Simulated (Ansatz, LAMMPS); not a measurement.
# Relaxing amorphous 37HfO2-63TiO2 (mol %) (90 atoms)

Wanted: the relaxed structure of amorphous 37HfO2-63TiO2 (mol %) (90 atoms) and its electronic structure.

Main program and level: Ansatz 0.2.0; Kohn-Sham DFT, PBE, PAW (set soft_2), plane waves.

Most raw output is cut from this account.

### 1. The starting structure

The cell holds 90 atoms: 11 Hf, 19 Ti and 60 O. Cell: a = 10.618 Å, b = 10.618 Å, c = 10.618 Å, α = 90.0°, β = 90.0°, γ = 90.0°. 90 atoms (11 Zr, 19 Ti, 60 O) placed at random at 4.16 g/cm³, melted at 5000 K for 10 ps at fixed volume with the Morse and Coulomb pair potential with partial charges (Pedone, Malavasi, Menziani, Cormack and Segre, J. Phys. Chem. B 110, 11780 (2006)). Quenched from 5000 K to 300 K at 200 K/ps and fixed volume, held 10 ps at zero pressure, then minimised at fixed cell. Then Zr was replaced by Hf and the cell scaled by 1.008 (the potential has no terms for the new elements, so the cell is a start for a DFT relaxation).

What the set-up can't give: The quench rate of 200 K/ps is orders of magnitude faster than experiment, which tends to freeze in extra defects. The starting topology of bonds comes from the classical model. The Brillouin zone is sampled at Γ only, in a cell whose shortest periodic width is 11 Å. Spin–orbit coupling is left out, which matters for the levels of the heavy elements.

### 2. How the cell was made

A classical potential supplies the starting structure, since it reaches far longer times than DFT.

This step: classical MD, Morse and Coulomb pair potential with partial charges (Pedone, Malavasi, Menziani, Cormack and Segre, J. Phys. Chem. B 110, 11780 (2006)) (LAMMPS 22 Jul 2025 - Update 4).

The input, in.lmp:

```
# melt-quench of Zr11Ti19O60
units metal
atom_style charge
boundary p p p
region box block 0 10.4712 0 10.4712 0 10.4712
create_box 3 box
mass 1 91.2240   # Zr
mass 2 47.8670   # Ti
mass 3 15.9990   # O
create_atoms 1 random 11 265289 NULL overlap 1.5 maxtry 2000
create_atoms 2 random 19 265296 NULL overlap 1.5 maxtry 2000
create_atoms 3 random 60 265303 NULL overlap 1.5 maxtry 2000
pair_style hybrid/overlay pedone 5.5 coul/long 8.0
pair_coeff * * coul/long
pair_coeff 1 3 pedone 0.206237 2.479675 2.436997 1   # Zr-O
pair_coeff 2 3 pedone 0.024235 2.254703 2.708943 1   # Ti-O
pair_coeff 3 3 pedone 0.042395 1.379316 3.618701 22   # O-O
set type 1 charge 2.4
set type 2 charge 2.4
set type 3 charge -1.2
kspace_style pppm 1.0e-4
neigh_modify delay 0 every 1 check yes
thermo_style custom step time temp pe press density
thermo_modify norm yes
timestep 0.002
thermo 100
min_style cg
minimize 1e-4 1e-4 200 2000
reset_timestep 0
velocity all create 5000 265290 mom yes dist gaussian
fix lim all nve/limit 0.05
fix lan all langevin 5000 5000 0.2 265291 zero yes
thermo 500
run 1000 post no
# [... 10 lines left out ...]
thermo 1666
fix md all npt temp 300 300 0.2 iso 0 0 2
run 5000 post no
unfix md
thermo 100
min_style cg
minimize 0 1e-3 2000 20000
write_dump all custom glass.dump id type xs ys zs modify sort id
```

Run with:

```sh
$ lmp -in in.lmp -log none -nocite
```

Elapsed: 9.1 s, on 1 thread of Arm Neoverse V2, shared host; peak memory 0.072 GiB.

### 3. Single point at the start

The forces at the start show how far the geometry lies from a minimum of this functional.

The input, input.yaml:

```yaml
crystal:
  lattice:
    - [10.61811, 0.0, 0.0]
    - [0.0, 10.61811, 0.0]
    - [0.0, 0.0, 10.61811]
  atoms:
    - { symbol: Hf, position: [0.51329, 0.85051, 0.34315] }
    - { symbol: Hf, position: [0.07826, 0.97749, 0.21044] }
    - { symbol: Hf, position: [0.36314, 0.70145, 0.82153] }
    - { symbol: Hf, position: [0.43543, 0.18108, 0.50404] }
    - { symbol: Hf, position: [0.57677, 0.78875, 0.03384] }
    - { symbol: Hf, position: [0.70344, 0.71104, 0.65417] }
    - { symbol: Hf, position: [0.26555, 0.87926, 0.5272] }
    - { symbol: Hf, position: [0.46571, 0.56338, 0.46795] }
[... 78 atom lines left out ...]
    - { symbol: O, position: [0.21914, 0.58996, 0.12717] }
    - { symbol: O, position: [0.36877, 0.12959, 0.93957] }
    - { symbol: O, position: [0.30636, 0.34425, 0.12023] }
    - { symbol: O, position: [0.67038, 0.5179, 0.61052] }
kpoints:
  mp_grid: { grid: [1, 1, 1] }
hamiltonian:
  xc: pbe
scf:
  occupations: { method: fixed }
output:
  forces: true
  stress: true
  populations: true
  dos:
    method: { smearing: { sigma: 0.15 } }
    de: 0.1
    projected: { site_lists: { Hf: [Hf], O: [O], Ti: [Ti] } }
  eigenvalues: true
```

Run with:

```sh
$ ansatz run input.yaml --threads 4 --pin off --max-ram 8192MiB --backend cpu --events-out ev --progress --plain --runs-dir out
```

Run time: 30 s. Hardware: 4 threads of Arm Neoverse V2, shared host; peak memory 1.9 GiB; 1.9 min of CPU time.

Numbers from this run:

| Quantity | Value |
| --- | --- |
| free energy | -254599.5851 eV |
| free energy per atom | -2828.8843 eV/atom |
| SCF cycles | 13 |
| pressure | -2.556 GPa |
| r.m.s. force component | 0.6226 eV/Å |
| longest force | 2.505 eV/Å |
| Fermi energy | 7.837 eV |
| gap (highest filled to lowest empty level) | 2.561 eV |
| spilling of the projection | 0.003096 |

The r.m.s. force component of 0.62 eV/Å and the pressure of -2.6 GPa set the starting point.

Neighbours are counted within 2.64 Å (O-Ti), 2.82 Å (O-Hf).

Length of the force by element and coordination:

```tsv
element	coordination	atoms	mean length of the force (eV/Å)	spread	least	most
Hf	all	11	1.11	0.433	0.472	2.21
Hf	6	7	1.33	0.372	1.07	2.21
Hf	7	4	0.723	0.186	0.472	0.908
O	all	60	0.864	0.444	0.146	1.77
O	2	20	0.935	0.478	0.146	1.75
O	3	38	0.832	0.421	0.233	1.77
O	4	2	0.775	0.414	0.361	1.19
Ti	all	19	1.22	0.476	0.533	2.51
Ti	4	7	1.32	0.422	0.751	1.96
Ti	5	8	1.30	0.530	0.700	2.51
Ti	6	4	0.870	0.225	0.533	1.10
```

### 4. Relaxation

With the cell held, the atoms are moved downhill towards a nearby minimum.

input.yaml, the sections that differ from step 3:

```yaml
output:
  forces: true
relax:
  f_tol: 0.03
  max_steps: 200
# crystal, kpoints, hamiltonian, scf: as in step 3
```

It took 2.5 min on 4 threads; peak memory 1.8 GiB; 9.4 min of CPU time.

Step by step:

```tsv
step	energy less that of the first step (eV)	largest force component (eV/Å)
1	0.0000	2.3306
2	-2.1537	0.9945
3	-2.7797	0.5636
4	-3.1532	0.8081
5	-3.2968	0.3051
6	-3.3162	0.1878
7	-3.3539	0.0854
8	-3.3276	0.2218
9	-3.3589	0.0610
10	-3.3616	0.0285
```

Relaxation step 8 was tried and not accepted.

The atoms that moved most (Å):

```tsv
atom	dx	dy	dz	length
O84	0.064	0.161	-0.429	0.463
O33	-0.214	0.134	-0.143	0.290
O55	0.281	0.021	0.045	0.285
O51	0.117	0.020	-0.231	0.259
Ti30	-0.186	-0.036	-0.176	0.259
Ti26	-0.237	-0.070	0.028	0.249
O43	-0.183	0.074	-0.131	0.237
O56	0.175	0.087	-0.130	0.234
```

The relaxation changed the energy by -37.4 meV/atom, and atoms moved by 0.15 Å r.m.s., 0.46 Å at most.

### 5. Local order after relaxation

Bonds before and after, by the cutoffs listed below:

```tsv
pair	bonds before	bonds after	mean before (Å)	mean after (Å)	spread before (Å)	spread after (Å)
O-Ti	92	93	1.922	1.938	0.160	0.158
O-Hf	70	72	2.183	2.174	0.110	0.148
```

Density 5.32 g/cm³, 13.30 Å³ an atom.

Pair distribution functions g(r), in bins of 0.2 Å:

```tsv
r (Å)	total	O-O	O-Ti	O-Hf	Ti-Ti	Ti-Hf	Hf-Hf
1.70	0.53	0.00	1.85	0.00	0.00	0.00	0.00
1.90	1.96	0.00	6.63	0.56	0.00	0.00	0.00
2.10	1.66	0.00	1.62	7.39	0.00	0.00	0.00
2.30	0.52	0.05	0.25	2.62	0.00	0.00	0.00
2.50	0.46	0.78	0.20	0.35	0.00	0.00	0.00
2.70	1.15	2.50	0.00	0.21	0.00	0.00	0.00
2.90	1.23	2.57	0.20	0.00	0.30	0.26	0.00
3.10	1.13	1.99	0.47	0.08	0.00	1.85	0.00
3.30	0.95	1.03	0.69	0.52	1.42	2.29	2.16
3.50	0.81	0.55	0.60	0.35	4.12	2.25	2.59
3.70	0.94	0.66	1.10	0.48	1.97	3.18	0.58
3.90	1.06	0.80	1.37	1.13	0.53	1.22	3.62
4.10	0.93	0.72	1.22	1.12	0.61	0.41	2.80
4.30	1.05	0.65	1.46	1.75	0.86	0.49	0.00
4.50	1.15	0.62	1.66	2.02	0.66	0.79	0.39
4.70	1.02	0.77	1.17	1.77	0.95	0.41	0.00
4.90	1.04	1.21	0.89	1.14	0.44	0.58	0.65
5.10	0.99	1.15	0.88	0.64	1.41	0.88	1.20
```

Bonds by pair of elements; cutoffs follow the first minimum of g(r), held within bounds set by covalent radii, and pairs that aren't listed don't count as bonded:

```tsv
pair A-B	cutoff (Å)	bonds	mean length (Å)	spread (Å)	shortest (Å)	B about A	A about B
O-Ti	2.64	93	1.94	0.158	1.77	1.55	4.89
O-Hf	2.88	72	2.17	0.148	1.95	1.2	6.54
```

How many atoms have how many bonded neighbours:

```tsv
element	mean	2	3	4	5	6	7
Hf	6.54	0	0	0	0	5	6
O	2.75	20	35	5	0	0	0
Ti	4.89	0	0	5	11	3	0
```

Bond angles (no mean is given where the spread exceeds 20°):

```tsv
angle	count	mean (°)	spread (°)
O-Hf-O	201	-	-
O-Ti-O	185	-	-
Hf-O-Ti	87	114	18.3
Ti-O-Ti	38	132	19.3
Hf-O-Hf	30	-	-
```

Bond length by coordination (bonds to H left out):

```tsv
element	coordination	atoms	mean bond length (Å)
Hf	6	5	2.12
Hf	7	6	2.21
O	2	20	1.86
O	3	35	2.08
O	4	5	2.22
Ti	4	5	1.84
Ti	5	11	1.95
Ti	6	3	2.02
```

First main peaks of g(r), for some of the pairs, lie near 2.8 Å (O-O), 1.9 Å (O-Ti), 2.1 Å (O-Hf) and 3.5 Å (Ti-Ti). Counting bonds as in the table, 55 % of Hf atoms have 7, 58 % of O atoms have 3 and 58 % of Ti atoms have 5 bonded neighbours.

### 6. Single point at the relaxed geometry

The electronic structure is read at the final geometry, in a run of its own.

The input, input.yaml:

```yaml
crystal:
  lattice:
    - [10.61811, 0.0, 0.0]
    - [0.0, 10.61811, 0.0]
    - [0.0, 0.0, 10.61811]
  atoms:
    - { symbol: Hf, position: [0.51061, 0.85285, 0.35668] }
    - { symbol: Hf, position: [0.0847, 0.96958, 0.21193] }
    - { symbol: Hf, position: [0.37994, 0.69653, 0.82479] }
    - { symbol: Hf, position: [0.42101, 0.17917, 0.51689] }
    - { symbol: Hf, position: [0.57958, 0.79086, 0.04284] }
    - { symbol: Hf, position: [0.69832, 0.70432, 0.64754] }
    - { symbol: Hf, position: [0.25538, 0.87389, 0.53351] }
    - { symbol: Hf, position: [0.47043, 0.56119, 0.46685] }
[... 78 atom lines left out ...]
    - { symbol: O, position: [0.20924, 0.59193, 0.12926] }
    - { symbol: O, position: [0.3565, 0.13026, 0.93824] }
    - { symbol: O, position: [0.29546, 0.35375, 0.13651] }
    - { symbol: O, position: [0.66342, 0.52281, 0.60276] }
kpoints:
  mp_grid: { grid: [1, 1, 1] }
hamiltonian:
  xc: pbe
scf:
  occupations: { method: fixed }
output:
  forces: true
  stress: true
  populations: true
  dos:
    method: { smearing: { sigma: 0.15 } }
    de: 0.1
    projected: { site_lists: { Hf: [Hf], O: [O], Ti: [Ti] } }
  eigenvalues: true
  write_density: true
  write_potential: true
  volumetric_format: npy
  elf: true
```

Run time: 30 s. Hardware: 4 threads; peak memory 1.9 GiB.

The run gave:

| Item | Value |
| --- | --- |
| free energy | -254602.9467 eV |
| free energy per atom | -2828.9216 eV/atom |
| SCF cycles | 12 |
| pressure | -2.136 GPa |
| r.m.s. force component | 0.0083 eV/Å |
| longest force | 0.03671 eV/Å |
| Fermi energy | 7.621 eV |
| gap (highest filled to lowest empty level) | 2.832 eV |
| spilling of the projection | 0.003089 |

Löwdin charges by element and coordination (they lack the spilled electrons, 0.030 e an atom on average):

```tsv
element	coordination	atoms	mean charge (e)	spread	least	most
Hf	all	11	1.45	0.0193	1.41	1.47
Hf	6	5	1.45	0.0168	1.43	1.47
Hf	7	6	1.45	0.021	1.41	1.47
O	all	60	-0.646	0.0459	-0.737	-0.541
O	2	20	-0.598	0.0309	-0.648	-0.541
O	3	35	-0.664	0.0272	-0.711	-0.592
O	4	5	-0.710	0.0258	-0.737	-0.678
Ti	all	19	1.34	0.0228	1.30	1.39
Ti	4	5	1.35	0.0073	1.34	1.36
Ti	5	11	1.34	0.0289	1.30	1.39
Ti	6	3	1.35	0.0082	1.34	1.36
```

Density of states as counts of states in windows of 1 eV (from the Fermi level), total and the larger projections:

```tsv
from (eV)	to (eV)	total	O p	Ti d	Hf d	Hf f	O s
-18	-17	10.2	0.0	0.2	0.2	0.0	7.6
-17	-16	72.5	0.2	3.0	3.3	0.2	60.0
-16	-15	37.3	0.1	1.8	1.2	0.1	32.3
-15	-12	0.0	0.0	0.0	0.0	0.0	0.0
-12	-11	0.4	0.0	0.0	0.0	0.4	0.0
-11	-10	145.6	0.4	0.0	0.0	144.9	0.2
-10	-9	8.0	0.0	0.0	0.0	7.9	0.0
-9	-6	0.0	0.0	0.0	0.0	0.0	0.0
-6	-5	0.1	0.1	0.0	0.0	0.0	0.0
-5	-4	37.7	26.4	4.7	3.9	0.0	0.3
-4	-3	93.1	66.9	15.4	6.8	0.1	0.4
-3	-2	78.6	61.7	9.8	3.8	0.1	0.6
-2	-1	84.7	72.9	6.5	2.8	0.1	0.6
-1	0	64.4	59.2	2.7	1.2	0.1	0.3
0	1	1.5	1.4	0.1	0.0	0.0	0.0
1	2	0.0	0.0	0.0	0.0	0.0	0.0
2	3	11.0	1.0	9.3	0.4	0.0	0.1
3	4	61.8	7.7	48.7	2.9	0.0	0.8
4	5	60.5	10.2	38.3	7.5	0.0	1.9
```

With fixed occupations the program's Fermi level is the highest filled level; weight inside the gap is the broadening of levels at its edges.

The stored curve holds about 634 of the 874 electrons; the rest, give or take the few that broadening carries across the Fermi level, lie in deeper levels below its range.

The levels nearest the highest filled one (over half full), pooled over k-points and spins:

```tsv
level less the highest filled one (eV)	occupation
-0.219	2
-0.208	2
-0.138	2
-0.129	2
-0.0817	2
0	2
2.83	0
2.89	0
2.95	0
2.97	0
3.00	0
3.02	0
```

Valence density in the ac plane at fractional y = 0.704, with atoms of Hf and Ti and O within 0.2 Å of it. It is the smooth field of the valence electrons, not physical close to the nuclei.

Ten steps, logarithmic in the rise over the least value, from '_' (0 e/Å³) to '@' (28 e/Å³), each cell a mean:
```
....::==++--::..____..::====--........__......__________....
........--==--::......::::::....__________________________..
____..::==****==::::++****--..........______________________
......::==****==::==%%@@@@**::..::----..________....______..
**++--::::----::::==%%@@@@**::::--====::..__....::::....::==
@@%%**::......____::++**++--....::----::........::::....==%%
@@@@**::..__________..::....____....::--++++==::........++%%
##**==::....________________________::**%%@@##==........--++
::::::----::..______________________--**@@@@%%++::::--::....
__..::----::..____________________..::==####**--::==++==::..
____..::::..__________________..::----::----::..::++**++--..
____________________......____::==++++==::______..------::__
__________________::----::....::==****==::________..::::::..
..::::..________..::====--......--====::..________..--++++--
--==++==::________::----::..____......________....::==****==
--++**++--..________......__________________..::------====--
::==++==::____________________..::::::..____..::==--::......
__..::..______________________::==++++--..__....::::..______
____________________________..--++****--..__________________
______________________________::==++==::..__________________
________......________________....::::....__________________
____::====--..________....::..............::....____________
__::++####++::______..::====--::::--::::::--::..____________
..::++####**::______..--++++==::::::::..::::::..__________..
```
Columns run along a (10.6 Å), rows up along c (10.6 Å). Atoms in or near the plane, at fractional coordinates: Hf at (0.38, 0.82), Hf at (0.70, 0.65), Hf at (0.01, 0.74), Ti at (0.13, 0.03), O at (0.19, 0.86), O at (0.58, 0.22), O at (0.59, 0.48).

Electrostatic potential energy in the ac plane at fractional y = 0.704, with atoms of Hf and Ti and O within 0.2 Å of it. With pseudopotentials it is smooth inside the atoms' cores, unlike the true potential.

Values in eV, 13 rows by 16 columns, each cell a mean:
```
  9  -4 -11   1  10   7  -1   1   8   6   9  12  12  12  13  13
  7   8 -16 -27  -1 -20 -25  -7   9   9  13  14  13  13  12  10
-22  -7   2  -2   1 -26 -29 -12   5 -10   8  10  11  11   7 -13
-29 -17   8  13   9   1  -2   6  11   6  -9 -17  -2   9   3 -25
 -8   1   6  14  13  13  13  13  12   2 -27 -29 -18   5   4  -2
 12  11   9  14  13  13  13  13  12   3  -7 -14   0 -13 -22   9
 11  14  14  14  13   9   9  10   0 -30  -6  11  12   7  -1   3
  0   1  12  14  14  -5  -3   9   8  -1  10  14  12   3 -22 -22
-11 -28   5  14  14  14  13  11  10  11  13  13   7  -5 -10 -10
 11   8  13  14  14  15  14  13  -2 -19   5  11  10   8  11  11
 13  11  11  13  14  15  14  14   0 -18   4  10  12  14  14  14
  9  -6 -11   5  13  14  13  11   6   1   6  10  13  14  14  14
  4 -25 -30  -9  10  13 -12 -16   1  -7   2   5  12  13  14  13
```
Columns run along a (10.6 Å; values clipped at the 3rd and 97th percentile), rows up along c (10.6 Å). Atoms in or near the plane, at fractional coordinates: Hf at (0.38, 0.82), Hf at (0.70, 0.65), Hf at (0.01, 0.74), Ti at (0.13, 0.03), O at (0.19, 0.86), O at (0.58, 0.22), O at (0.59, 0.48).

Mean Löwdin charges: Hf +1.45, O -0.65, Ti +1.34 e (they miss 0.31 % of the electrons, so they add up to more than the cell's charge). The largest share in the top eV of filled states is O p (93 % of the projected weight), and in the lowest eV of empty states Ti d (82 % of the projected weight).

The surroundings of O76, which has 4 bonded neighbours where the commonest count for O is 3, nearest first, numbered as they follow in the input and with coordinates relative to it.

```tsv
atom	x	y	z	distance (Å)	bonds	Löwdin charge (e)
O76	0.00	0.00	0.00	0.00	4	-0.68
Ti14	1.41	1.12	0.46	1.86	5	1.30
Ti19	-1.74	0.85	-0.61	2.03	5	1.31
Hf11	-0.66	-1.88	1.05	2.26	6	1.44
O51	-2.18	-0.53	1.18	2.54	3	-0.69
O83	2.11	0.66	-1.43	2.63	4	-0.73
Hf4	1.43	-1.38	-1.80	2.68	7	1.44
O53	1.49	-2.26	0.14	2.71	4	-0.73
O42	0.75	1.92	2.09	2.94	3	-0.67
O48	-0.31	-0.94	-2.80	2.97	3	-0.66
O56	2.72	0.17	1.24	2.99	2	-0.61
O72	-1.31	1.86	-2.03	3.05	2	-0.58
O49	-1.09	-2.76	-0.71	3.05	3	-0.71
O43	-2.69	-0.48	-1.42	3.08	2	-0.56
```

The column of bonds counts only the pairs O-Ti within 2.64 Å, O-Hf within 2.88 Å; other neighbours, such as metal atoms beside each other in a compound, aren't counted, and periodic images can show an atom twice.

### 7. Another setting: hamiltonian.xc = "pbesol"

PBEsol restores the gradient expansion of exchange for slowly varying densities and usually gives shorter bonds in solids than PBE. Changed here: hamiltonian.xc = "pbesol".

This step: Kohn-Sham DFT, PBEsol, PAW (set soft_2), plane waves (Ansatz 0.2.0).

The input, input.yaml:

```yaml
crystal:
  lattice:
    - [10.61811, 0.0, 0.0]
    - [0.0, 10.61811, 0.0]
    - [0.0, 0.0, 10.61811]
  atoms:
    [... the 90 atom lines of step 3 ...]
kpoints:
  mp_grid: { grid: [1, 1, 1] }
hamiltonian:
  xc: pbesol
scf:
  occupations: { method: fixed }
output:
  forces: true
  stress: true
  populations: true
  dos:
    method: { smearing: { sigma: 0.1 } }
    de: 0.1
    projected: { site_lists: { Hf: [Hf], O: [O], Ti: [Ti] } }
  eigenvalues: true
```

It took 30 s on 4 threads; peak memory 1.9 GiB; 1.9 min of CPU time.

Geometry and reference: those of the single point at the start.

Forces differ from those of the single point at the start by 69 meV/Å r.m.s., 11 % of their size; the pressure by -5.1 GPa and the gap by -0.014 eV. It took 1.00 times the reference's time (shared host, so rough).

### 8. What came out

```json
{"energy change in the relaxation": "-37.35 meV/atom", "r.m.s. displacement": "0.155 Å", "largest displacement": "0.463 Å", "free energy per atom": "-2828.9216 eV/atom", "pressure": "-2.136 GPa", "r.m.s. force component": "0.0083 eV/Å", "gap (highest filled to lowest empty level)": "2.832 eV", "wall time of the 4 DFT runs": "4 min"}
```

**Reading.** Relaxation lowers the energy by 37.4 meV/atom and moves atoms by 0.15 Å r.m.s.; the r.m.s. force component goes from 0.62 to 0.0083 eV/Å, the pressure goes from -2.6 to -2.1 GPa, and the gap from 2.56 to 2.83 eV. By the final cutoffs 1 of 162 bonded pairs parted and 4 joined. From the first step to the last the energy fell by 3.362 eV, and the largest move was 0.46 Å (O84). The O-Ti bonds change most in mean length: from 1.922 Å (spread 0.160) to 1.938 Å (spread 0.158), and their number from 92 to 93. Counting bonds as in the table, 55 % of Hf atoms have 7, 58 % of O atoms have 3 and 58 % of Ti atoms have 5 bonded neighbours. The highest filled and lowest empty levels differ by 2.83 eV (at Γ alone); a semilocal functional tends to put such gaps too low. In a disordered cell it changes from sample to sample, and tail or defect levels can set it.

Caveats: The network of bonds at the start is that of the classical potential that made the cell; in DFT 1 of its 162 bonded pairs passed out of the cutoffs and 4 came within them. The pressure of -2.1 GPa means that a free cell would contract at this level.

[Logs are printed without paths, hosts, clocks, repeated set-up lines and the standing remarks that a program may print on its own settings, such as how far it seeks lower states.]

[Hosts, paths, dates, database ids (printed as entryN), source tags and the programs' standing remarks are cut or masked in the printed files.]
